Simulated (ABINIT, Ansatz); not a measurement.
# Quasiparticle gap of SnF4 (I4/mmm) in ABINIT

Aim: the G0W0 gap of SnF4 (I4/mmm) on PBEsol, step by step.

Method: PBEsol and many-body steps on it, plane waves, in ABINIT 10.8.3.

**1. Starting point**

The structure is tetragonal, space group I4/mmm (No. 139). The conventional cell has a = 4.050 Å, b = 4.050 Å, c = 7.930 Å, α = 90.00°, β = 90.00°, γ = 90.00°. Sn has 6 F at 1.88 to 2.03 Å nearest. Nearest to F lie 1 Sn at 1.88 Å. F has 2 Sn at 2.03 Å nearest. Farther neighbours and most contacts between anions are not listed.

The cell and positions come from the Crystallography Open Database and are kept as given unless a step says otherwise.

**2. Ground state**

This step: ABINIT 10.8.3; DFT, PBEsol, plane waves, norm-conserving pseudopotentials.

The ground-state density comes first.

run.abi reads:

```
acell 3*1.0 Angstrom
rprim 
  -2.025000000000 2.025000000000 3.965000000000
  2.025000000000 -2.025000000000 3.965000000000
  2.025000000000 2.025000000000 -3.965000000000
ntypat 2
znucl 50 9
natom 5
typat 1 2 2 2 2
xred 
  0.000000000000 0.000000000000 0.000000000000
  0.237000000000 0.237000000000 0.000000000000
  0.763000000000 0.763000000000 0.000000000000
  0.500000000000 0.000000000000 0.500000000000
  0.000000000000 0.500000000000 0.500000000000
pp_dirpath "pseudos"
pseudos "Sn.upf, F.upf"
ecut 38
ngkpt 8 8 8
nshiftk 1
shiftk 0 0 0
kptopt 1
chksymbreak 0
nband 31
occopt 1
tolvrs 1e-10
nstep 60
prtwf 0
optforces 0
optstress 0
indata_prefix "in"
outdata_prefix "out"
tmpdata_prefix "tmp"
```

Command:

```bash
OMP_NUM_THREADS=1 mpirun -n 4 abinit run.abi > log
```

Numbers of over 12 decimals in the logs are rounded to 6 here.

Output:

```text
.Version 10.8.3 of ABINIT. v10.8.2 released Aug 2026.

 Symmetries : space group I4/m m m (#139); Bravais tI (body-center tetrag.)
================================================================================
 Values of the parameters that define the memory need of the present run
     intxc =       0    ionmov =       0      iscf =       7    lmnmax =       6
     lnmax =       6     mgfft =      54  mpssoang =       3    mqgrid =    3001
     natom =       5  nloc_mem =       1    nspden =       1   nspinor =       1
    nsppol =       1      nsym =      16    n1xccc =    2501    ntypat =       2
    occopt =       1   xclevel =       2
-    mband =          31        mffmem =           1         mkmem =          15
       mpw =        4937          nfft =      157464          nkpt =          59
================================================================================
  Rough estimation (10% accuracy) of disk space for files :
================================================================================

--------------------------------------------------------------------------------
------------- Echo of variables that govern the present computation ------------
--------------------------------------------------------------------------------
 -outvars: echo values of preprocessed input variables --------
            acell      1.8897261259E+00  1.8897261259E+00  1.8897261259E+00 Bohr

      chksymbreak           0
             ecut      3.80000000E+01 Hartree
-          fftalg         312

              ixc     -116133
              kpt      0.00000000E+00  0.00000000E+00  0.00000000E+00
                       1.25000000E-01  0.00000000E+00  0.00000000E+00
                       2.50000000E-01  0.00000000E+00  0.00000000E+00
                       3.75000000E-01  0.00000000E+00  0.00000000E+00
                       5.00000000E-01  0.00000000E+00  0.00000000E+00
                       1.25000000E-01  1.25000000E-01  0.00000000E+00
                       2.50000000E-01  1.25000000E-01  0.00000000E+00
                       3.75000000E-01  1.25000000E-01  0.00000000E+00
                       5.00000000E-01  1.25000000E-01  0.00000000E+00
   [... 39 further rows ...]
                       5.00000000E-01  5.00000000E-01  2.50000000E-01
                      -3.75000000E-01  5.00000000E-01  2.50000000E-01
                       outvar_i_n : Printing only first  50 k-points.
         kptrlatt        8    0    0      0    8    0      0    0    8
          kptrlen      6.12271265E+01
P           mkmem          15
            natom           5
            nband          31
            ngfft          54      54      54
             nkpt          59
            nstep          60
             nsym          16
           ntypat           2
              occ      2.000000  2.000000  2.000000  2.000000  2.000000  2.000000
                       2.000000  2.000000  2.000000  2.000000  2.000000  2.000000
                       2.000000  2.000000  2.000000  2.000000  2.000000  2.000000
                       2.000000  2.000000  2.000000  2.000000  2.000000  2.000000
                       2.000000  0.000000  0.000000  0.000000  0.000000  0.000000
                       0.000000
        optforces           0
        optstress           0
            prtwf           0
            rprim     -2.0250000000E+00  2.0250000000E+00  3.9650000000E+00
[...]
spgroup         139

           tolvrs      1.00000000E-10

             xred      0.0000000000E+00  0.0000000000E+00  0.0000000000E+00
[...]
znucl       50.00000    9.00000

================================================================================

 chkinp: Checking input parameters for consistency.

================================================================================
== DATASET  1 ==================================================================
-   mpi_nproc: 4, omp_nthreads: 1 (-1 if OMP is not activated)

--- !DatasetInfo
iteration_state: {dtset: 1, }
dimensions: {natom: 5, nkpt: 59, mband: 31, nsppol: 1, nspinor: 1, nspden: 1, mpw: 4937, }
cutoff_energies: {ecut:  38.0, pawecutdg:  -1.0, }
electrons: {nelect:   5.00000000E+01, charge:   0.00000000E+00, occopt:   1.00000000E+00, tsmear:   1.00000000E-02, }

 Real(R)+Recip(G) space primitive vectors, cartesian coordinates (Bohr,Bohr^-1):
 R(1)= -3.8266954  3.8266954  7.4927641  G(1)=  0.0000000  0.1306610  0.0667310
 R(2)=  3.8266954 -3.8266954  7.4927641  G(2)=  0.1306610  0.0000000  0.0667310
 R(3)=  3.8266954  3.8266954 -7.4927641  G(3)=  0.1306610  0.1306610  0.0000000
 Unit cell volume ucvol=  4.3888409E+02 bohr^3
 Angles (23,13,12)=  1.31084689E+02  1.31084689E+02  7.16785604E+01 degrees

 getcut: wavevector=  0.0000  0.0000  0.0000  ngfft=  54  54  54
         ecut(hartree)=     38.000   => boxcut(ratio)=   2.10582

--- Pseudopotential description ------------------------------------------------
- Sn Generated using ONCVPSP code by D. R. Hamann
- 50.00000  22.00000  180301                  znucl, zion, pspdat
12 -116133 2 -1 1628                          pspcod,pspxc,lmax,lloc,mmax
     nproj     2     2     2
  pspatm : epsatm=   27.40034533
         --- l  ekb(1:nproj) -->
[...]
pspatm: atomic psp has been read  and splines computed

- F Generated using ONCVPSP code by D. R. Hamann
-  9.00000   7.00000  180301                  znucl, zion, pspdat
12 -116133 2 -1 832                           pspcod,pspxc,lmax,lloc,mmax
     nproj     2     2     1
  pspatm : epsatm=    4.89824381
         --- l  ekb(1:nproj) -->
[...]
2   -2.394754
 pspatm: atomic psp has been read  and splines computed

   2.34966603E+03                                ecore*ucvol(ha*bohr**3)
--------------------------------------------------------------------------------

_setup2: Arith. and geom. avg. npw (full set) are    4910.451    4910.441

================================================================================

--- !BeginCycle
iteration_state: {dtset: 1, }
solver: {iscf: 7, nstep: 60, nline: 4, wfoptalg: 0, }
tolerances: {tolvrs: 1.00E-10, }

     iter   Etot(hartree)      deltaE(h)  residm     vres2
 ETOT  1  -319.29996293606    -3.193E+02 2.920E-01 1.091E+03
 ETOT  2  -319.59468192097    -2.947E-01 6.568E-02 5.945E+02
 ETOT  3  -319.74065962513    -1.460E-01 8.225E-03 5.810E+01
 ETOT  4  -319.74509101409    -4.431E-03 2.795E-03 7.799E+00
 ETOT  5  -319.74644595748    -1.355E-03 1.411E-03 9.810E-01
 ETOT  6  -319.74655979622    -1.138E-04 5.322E-04 1.100E-01
 ETOT  7  -319.74657294168    -1.315E-05 2.416E-04 5.828E-03
 ETOT  8  -319.74657344073    -4.991E-07 1.769E-04 2.985E-04
 ETOT  9  -319.74657345203    -1.130E-08 1.370E-04 1.583E-05
 ETOT 10  -319.74657345258    -5.509E-10 1.226E-04 2.553E-07
 ETOT 11  -319.74657345260    -1.921E-11 9.064E-05 2.544E-08
 ETOT 12  -319.74657345260     4.547E-12 7.091E-05 9.718E-10
 ETOT 13  -319.74657345260    -9.663E-13 4.922E-05 2.558E-11

 At SCF step   13       vres2   =  2.56E-11 < tolvrs=  1.00E-10 =>converged.

--- !ResultsGS
iteration_state: {dtset: 1, }
comment   : Summary of ground state results
lattice_vectors:
- [ -3.8266954,   3.8266954,   7.4927641, ]
- [  3.8266954,  -3.8266954,   7.4927641, ]
- [  3.8266954,   3.8266954,  -7.4927641, ]
lattice_lengths: [   9.24277,    9.24277,    9.24277, ]
lattice_angles: [131.085, 131.085,  71.679, ] # degrees, (23, 13, 12)
lattice_volume:   4.3888409E+02
convergence: {deltae: -9.663E-13, res2:  2.558E-11, residm:  4.922E-05, diffor:  0.000E+00, }
etotal    :  -3.19746573E+02
entropy   :   0.00000000E+00
fermie    :   2.47349154E-02
cartesian_stress_tensor: null
pressure_GPa: null
xred      :
- [  0.0000E+00,   0.0000E+00,   0.0000E+00, Sn]
- [  2.3700E-01,   2.3700E-01,   7.7149E-19,  F]
- [  7.6300E-01,   7.6300E-01,   2.4837E-18,  F]
- [  5.0000E-01,  -2.2708E-18,   5.0000E-01,  F]
- [ -2.2708E-18,   5.0000E-01,   5.0000E-01,  F]
cartesian_forces: null
force_length_stats: {min: null, max: null, mean: null, }

 Integrated electronic density in atomic spheres:
 ------------------------------------------------
 Atom  Sphere_radius  Integrated_density
[...]
================================================================================

 ----iterations are completed or convergence reached----

 Mean square residual over all n,k,spin=   78.527E-09; max=  49.221E-06
 reduced coordinates (array xred) for    5 atoms
       0.000000000000      0.000000000000      0.000000000000
       0.237000000000      0.237000000000      0.000000000000
       0.763000000000      0.763000000000      0.000000000000
       0.500000000000     -0.000000000000      0.500000000000
      -0.000000000000      0.500000000000      0.500000000000
 rms dE/dt=  0.0000E+00; max dE/dt=  0.0000E+00; dE/dt below (all hartree)
    1       0.000000000000      0.000000000000      0.000000000000
    2       0.000000000000      0.000000000000      0.000000000000
    3       0.000000000000      0.000000000000      0.000000000000
    4       0.000000000000      0.000000000000      0.000000000000
    5       0.000000000000      0.000000000000      0.000000000000

 cartesian coordinates (angstrom) at end:
    1      0.000000     0.000000     0.000000
    2      0.000000    -0.000000     1.879410
    3      0.000000    -0.000000     6.050590
    4      0.000000     2.025000    -0.000000
    5      2.025000     0.000000    -0.000000
 length scales=  1.889726125908  1.889726125908  1.889726125908 bohr
              =  1.000000000000  1.000000000000  1.000000000000 angstroms
 prteigrs : about to open file out_EIG
 Fermi (or HOMO) energy (hartree) =   0.02473   Average Vxc (hartree)=  -0.37283
 Eigenvalues (hartree) for nkpt=  59  k points:
 kpt#   1, nband= 31, wtk=  0.00195, kpt=  0.0000  0.0000  0.0000 (reduced coord)
  -4.63945   -3.01898   -3.01898   -3.01206   -0.79210   -0.78767   -0.76429   -0.70140
  -0.67717   -0.67316   -0.67316   -0.62521   -0.60406   -0.17473   -0.17473   -0.11870
  -0.09093   -0.05283   -0.05283   -0.05070   -0.02137   -0.02010   -0.02010    0.01600
   0.01600    0.15013    0.45268    0.49123    0.49123    0.53938    0.57788
 prteigrs : prtvol=0 or 1, do not print more k-points.

--- !EnergyTerms
iteration_state     : {dtset: 1, }
comment             : Components of total free energy in Hartree
kinetic             :  1.42011935962662E+02
hartree             :  1.14791516949368E+02
xc                  : -4.85838880793707E+01
Ewald energy        : -1.69798951037817E+02
psp_core            :  5.35372793918297E+00
local_psp           : -3.46548125830939E+02
non_local_psp       : -1.69727893556837E+01
total_energy        : -3.19746573452598E+02
total_energy_eV     : -8.70074751104758E+03
band_energy         : -4.14435879535882E+01

== END DATASET(S) ==============================================================
================================================================================

 -outvars: echo values of variables after computation  --------
           etotal     -3.1974657345E+02
            nband          31
             nkpt          59
          spgroup         139
 [... the other variables as echoed above ...]

 Calculation completed.
```

Wall time 2.2 min (4 MPI ranks of Intel Xeon Platinum 8488C (Sapphire Rapids), shared host); peak memory 0.55 GiB; 8.9 min of CPU time.

This step gave:

```
total energy               : -8700.7475 eV
gap                        : 3.412 eV
k of the valence top       : 0.5, 0.5, 0
k of the conduction bottom : 0, 0, 0
least direct gap           : 3.650 eV
```

The gap is indirect, with the least direct gap 0.24 eV higher.

(Continued in part 2 of 3.)

[Paths, hosts, dates, memory and timing lines, banners, echoed tables and standing remarks are left out of the program output.]

[Logs are printed without paths, hosts, clocks, repeated set-up lines and the standing remarks that a program may print on its own settings, such as how far it seeks lower states.]

[Runs of the session that timed out or met a known fault of the program may be left out.]

[Hosts, paths, dates, database ids (printed as entryN), source tags and the programs' standing remarks are cut or masked in the printed files.]

[G0W0 gaps are taken among the corrected bands and points alone; a level outside them can change the order at an edge.]

[Where Ansatz stands beside ABINIT at settings called matched, ABINIT's density can come from a denser mesh and the files from another edition; pairs whose starting gaps differed by over 0.03 eV were left out, so agreement reads better than it is.]
